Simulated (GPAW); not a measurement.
# C2 in line between two Mo chains: transmission at several levels, part 2 of 2

How well does C2 in line between two Mo chains conduct at low bias, and how far do basis and functional move the answer?

GPAW 26.7.0; GPAW LCAO, PAW setups; Landauer transmission from Green's functions with principal layers (ASE), zero bias.

So far, transmission at the Fermi level (one spin): step 2 (GPAW, dzp, PBE, GPAW) 2.06; step 3 (basis szp(dzp), PBE, GPAW) 2.06; step 4 (basis sz(dzp), PBE, GPAW) 2.04; step 5 (revPBE) 2.07.

**8. Grid spacing 0.16, density threshold 0.01, SCF mesh 1×1×1**

The real-space grid carries density and potential; a coarse one breaks translation symmetry along the lead and scatters electrons that should pass. The Hamiltonian is taken from the last density. The density threshold is one of the tests that end the cycle; the energy must settle too, so a loose value may not be the test that decides. The SCF mesh sets the Fermi level of the repeated cell.

This step: GPAW LCAO, PAW setups; Landauer transmission from Green's functions with principal layers (ASE), zero bias (GPAW 26.7.0).

Input file run.py:

```python
import json
import numpy as np
from ase import Atoms
from ase.transport.calculators import TransportCalculator
from gpaw import GPAW, FermiDirac
from gpaw.lcao.tools import get_lcao_hamiltonian
from scipy.linalg import eigh

# The junction with lead layers at both ends, along the third cell vector
device = Atoms(
    ['Mo', 'Mo', 'Mo', 'Mo', 'Mo', 'Mo', 'Mo', 'C', 'C', 'Mo', 'Mo', 'Mo', 'Mo', 'Mo', 'Mo', 'Mo'],
    positions=[
        [4.50000, 4.50000, 1.12500],
        [4.50000, 4.50000, 3.37500],
        [4.50000, 4.50000, 5.62500],
        [4.50000, 4.50000, 7.87500],
        [4.50000, 4.50000, 10.12500],
        [4.50000, 4.50000, 12.37500],
        [4.50000, 4.50000, 14.62500],
        [4.50000, 4.50000, 16.35490],
        [4.50000, 4.50000, 17.59490],
        [4.50000, 4.50000, 19.32480],
        [4.50000, 4.50000, 21.57480],
        [4.50000, 4.50000, 23.82480],
        [4.50000, 4.50000, 26.07480],
        [4.50000, 4.50000, 28.32480],
        [4.50000, 4.50000, 30.57480],
        [4.50000, 4.50000, 32.82480]],
    cell=[[9.0, 0.0, 0.0], [0.0, 9.0, 0.0], [0.0, 0.0, 33.9498]],
    pbc=True)

# One principal layer of the lead: the first 5 atoms of the device
lead = Atoms(
    ['Mo', 'Mo', 'Mo', 'Mo', 'Mo'],
    positions=[
        [4.50000, 4.50000, 1.12500],
        [4.50000, 4.50000, 3.37500],
        [4.50000, 4.50000, 5.62500],
        [4.50000, 4.50000, 7.87500],
        [4.50000, 4.50000, 10.12500]],
    cell=[[9.0, 0.0, 0.0], [0.0, 9.0, 0.0], [0.0, 0.0, 11.25]],
    pbc=True)

settings = dict(mode='lcao', basis='dzp', xc='PBE', h=0.16,
                occupations=FermiDirac(0.1), maxiter=250,
                mixer=dict(beta=0.1, nmaxold=8, weight=100.0),
                convergence=dict(density=0.01))
energies = np.arange(-3, 3 + 1e-9, 0.075)
eta = 0.0001
n1, n2 = 1, 1
# k and -k transmit alike, so half of the mesh across the current serves
mesh = [(i, j) for i in range(n1) for j in range(n2) if (i, j) <= (-i % n1, -j % n2)]
weights = np.array([1 if (i, j) == (-i % n1, -j % n2) else 2 for i, j in mesh]) / (n1 * n2)

# [... helper functions left out ...]
fermi_lead = ground_state(lead, (1, 1, 10), 'lead.txt')
fermi_device = ground_state(device, (1, 1, 1), 'device.txt')
# [... loop over the mesh left out, but for ...]
        # Shift the lead onto the potential of the device's first layer
        shift = ((H[:, 0, 0] - H0[:, 0, 0]) / S0[0, 0]).real.mean()
# [...]
kT = 8.617333e-5 * 300
bias = [0.1, 0.2, 0.5, 1.0, 1.5, 2.0]
# [... integrals and printing left out ...]
```

Command:

```sh
OMP_NUM_THREADS=1 OPENBLAS_NUM_THREADS=1 python run.py
```

What it wrote:

```text
basis functions: device 432, principal layer 145
Fermi level: lead -2.7422 eV, device -2.7681 eV; lead shifted by -0.0721 eV
largest coupling past the next layer 2.80e-05 eV, largest misfit of the first layer 0.068 eV
  E-E_F (eV)   T (one spin)  channels
    -3.000    1.4619e+00    3.0000
    -2.925    1.5303e+00    3.0000
    -2.850    1.5774e+00    3.0000
    -2.775    1.6296e+00    3.0000
    -2.700    1.6897e+00    3.0000
    -2.625    1.7537e+00    3.0000
    -2.550    1.8156e+00    3.0000
    -2.475    1.8703e+00    3.0000
    -2.400    1.9145e+00    3.0000
    -2.325    1.9477e+00    3.0000
    -2.250    1.9709e+00    3.0000
    -2.175    1.9863e+00    3.0000
    -2.100    1.9961e+00    3.0000
    -2.025    2.0026e+00    3.0000
    -1.950    2.0084e+00    3.0000
    -1.875    2.0187e+00    3.0000
[...]
2.475    6.8628e-02    2.0000
     2.550    6.6563e-02    2.0000
     2.625    6.4416e-02    2.0000
     2.700    6.1978e-02    2.0000
     2.775    5.7974e-02    2.0000
     2.850    5.9878e-02    2.0000
     2.925    5.0823e-02    1.0000
     3.000    5.1065e-02    1.0000
conductance at 300 K: 2.0639 G0 a cell; thermopower 1.055 uV/K
current from the zero-bias T(E) at 0.1 V: 15.97 uA
current from the zero-bias T(E) at 0.2 V: 31.875 uA
current from the zero-bias T(E) at 0.5 V: 79.634 uA
current from the zero-bias T(E) at 1.0 V: 159.31 uA
current from the zero-bias T(E) at 1.5 V: 238.91 uA
current from the zero-bias T(E) at 2.0 V: 318.54 uA
```

Elapsed: 5.7 min, on 1 thread of Arm Neoverse N1, shared host; peak memory 2.6 GiB.

The run finished with changed settings (h = 0.16, conv = 0.01 and scf_mesh = [1, 1, 1]); it serves as a test.

The two runs compared:

| quantity | this run | sound run | difference |
| --- | --- | --- | --- |
| conductance (G₀) | 2.0639 | 2.0645 | -5.8e-4 |
| largest coupling past the next principal layer (eV) | 2.800e-5 | 2.799e-5 | 8.9e-9 |
| largest misfit of the first principal layer (eV) | 0.067869 | 0.050230 | 0.0176 |
| shift that aligns the lead (eV) | -0.072052 | -0.014461 | -0.0576 |
| transmission at the Fermi level (one spin) | 2.0815 | 2.0645 | 0.0170 |

One result that differs is the shift that aligns the lead, -0.0721 eV against -0.0145 eV.

**9. A second varied run**

A last run, with other settings again.

Changes to run.py since step 8:

```diff
@@ -43,6 +43,6 @@
 
-settings = dict(mode='lcao', basis='dzp', xc='PBE', h=0.16,
-                occupations=FermiDirac(0.1), maxiter=250,
+settings = dict(mode='lcao', basis='dzp', xc='PBE', h=0.2,
+                occupations=FermiDirac(0.1), maxiter=100,
                 mixer=dict(beta=0.1, nmaxold=8, weight=100.0),
-                convergence=dict(density=0.01))
+                convergence=dict(density=0.0001))
 energies = np.arange(-3, 3 + 1e-9, 0.075)
@@ -55,4 +55,4 @@
 # [... helper functions left out ...]
-fermi_lead = ground_state(lead, (1, 1, 10), 'lead.txt')
-fermi_device = ground_state(device, (1, 1, 1), 'device.txt')
+fermi_lead = ground_state(lead, (1, 1, 1), 'lead.txt')
+fermi_device = ground_state(device, (1, 1, 3), 'device.txt')
 # [... loop over the mesh left out, but for ...]
```

What it wrote:

```text
basis functions: device 432, principal layer 145
Fermi level: lead -2.9057 eV, device -2.8225 eV; lead shifted by -0.1108 eV
largest coupling past the next layer 2.82e-05 eV, largest misfit of the first layer 0.081 eV
  E-E_F (eV)   T (one spin)  [channel counts left out]
    -3.000    1.4059e+00
    -2.925    1.5055e+00
    -2.850    1.6101e+00
    -2.775    1.7068e+00
    -2.700    1.7861e+00
    -2.625    1.8457e+00
    -2.550    1.8882e+00
    -2.475    1.9183e+00
    -2.400    1.9402e+00
    -2.325    1.9574e+00
    -2.250    1.9717e+00
    -2.175    1.9843e+00
    -2.100    1.9954e+00
    -2.025    2.0049e+00
    -1.950    2.0127e+00
    -1.875    2.0186e+00
[...]
2.475    6.9969e-02
     2.550    6.7601e-02
     2.625    6.5189e-02
     2.700    6.2777e-02
     2.775    6.0353e-02
     2.850    5.7685e-02
     2.925    5.3657e-02
     3.000    4.9936e-02
conductance at 300 K: 2.0627 G0 a cell; thermopower 0.2781 uV/K
current from the zero-bias T(E) at 0.1 V: 15.982 uA
current from the zero-bias T(E) at 0.2 V: 31.964 uA
current from the zero-bias T(E) at 0.5 V: 79.916 uA
current from the zero-bias T(E) at 1.0 V: 159.87 uA
current from the zero-bias T(E) at 1.5 V: 239.82 uA
current from the zero-bias T(E) at 2.0 V: 319.39 uA
```

The job ended after 5.7 min (1 thread; peak memory 1.4 GiB).

The run finished. A setting was moved off its sound value on purpose, so it serves as a test and not as the result.

The fault put into the input: one k-point along the lead (lead_nz = 1).

The two runs compared:

| quantity | this run | sound run | difference |
| --- | --- | --- | --- |
| conductance (G₀) | 2.0627 | 2.0645 | -0.00173 |
| largest coupling past the next principal layer (eV) | 2.818e-5 | 2.799e-5 | 1.9e-7 |
| largest misfit of the first principal layer (eV) | 0.081351 | 0.050230 | 0.0311 |
| shift that aligns the lead (eV) | -0.11084 | -0.014461 | -0.0964 |
| transmission at the Fermi level (one spin) | 2.0627 | 2.0645 | -0.00173 |

The two runs differ clearly in the shift that aligns the lead: -0.111 eV against -0.0145 eV.

**10. Summary of results**

```
conductance                                        : 2.06 G₀
transmission at the Fermi level, mean of the spins : 2.06
thermopower                                        : about 0 (under 1.5 μV/K)
```

**Reading.** In the dzp basis the junction conducts 2.06 G₀ at 300 K, with T = 2.06 a spin at the Fermi level; the sz basis reaches that conductance within 10 %. At the Fermi level the three most open eigenchannels pass 0.98, 0.98 and 0.10. Measured against the first run (dzp), the nearest curve is that of dzp-revPBE (r.m.s. 0.056) and the farthest that of sz (0.42). Over the compared runs wall time goes from 171 s (sz) to 403 s (dzp-revPBE), on a shared host. The geometry was built from estimated bond lengths and not relaxed, so the numbers describe this model structure. The run had no spin polarisation, so a magnetic state, which chains and small molecules with open shells often have, wasn't tested. An evenly spaced straight chain is an idealisation: free chains tend to dimerise, zigzag or, where a band edge lies near the Fermi level, turn magnetic. The currents use the zero-bias T(E) throughout, which holds only while the bias is small against the distance to the nearest feature. The energy step is wider than the thermal energy, so the conductance and thermopower rest on interpolation of T(E).

[Logs are printed without paths, hosts, clocks, repeated set-up lines and the standing remarks that a program may print on its own settings, such as how far it seeks lower states.]

[Hosts, paths, dates, database ids (printed as entryN), source tags and the programs' standing remarks are cut or masked in the printed files.]
